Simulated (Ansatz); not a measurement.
Rows from a G0W0 calculation on NaSrYWO6 (F-43m) (Ansatz 0.2.0; G0W0 on PBE, plane waves, PAW; PAW set soft_1; 2×2×2 mesh, 370 empty bands, screening to 108 eV, PAW set soft_1 files), in eV. Spin-orbit coupling is left out.

| row | k | band | start | Σx | Σc at the solution | Vxc |
| --- | --- | --- | --- | --- | --- | --- |
| A | (0.000, -0.500, -0.500) | c2 | 11.173 | -16.844 | -4.359 | -22.273 |
| B | (0.000, -0.500, -0.500) | v2 | 6.625 | -26.247 | 4.759 | -20.995 |
| C | Γ | v1 | 7.327 | -25.868 | 4.766 | -20.677 |
| D | (0.000, -0.500, -0.500) | c1 | 9.728 | -13.130 | -4.494 | -18.440 |
| E | (0.000, -0.500, -0.500) | v1 | 7.296 | -25.779 | 4.754 | -20.595 |
| F | Γ | c1 | 9.758 | -13.166 | -4.351 | -18.338 |

**Question.** Give the quasiparticle energies and the shift of each level.

The quasiparticle equation reads E = start + Σx + Σc(E) − Vxc.

| row | E (eV) | shift (eV) |
| --- | --- | --- |
| A | 12.243 | +1.070 |
| B | 6.132 | −0.493 |
| C | 6.902 | −0.425 |
| D | 10.543 | +0.816 |
| E | 6.866 | −0.430 |
| F | 10.579 | +0.821 |

Limits: not at the basis limit; no spin-orbit coupling; coarse k mesh.

[Runs of the session that timed out or met a known fault of the program may be left out.]

[Cells called generated may have been cut or substituted from an entry of the Crystallography Open Database or the Materials Project.]

[Hosts, paths, dates, database ids (printed as entryN), source tags and the programs' standing remarks are cut or masked in the printed files.]
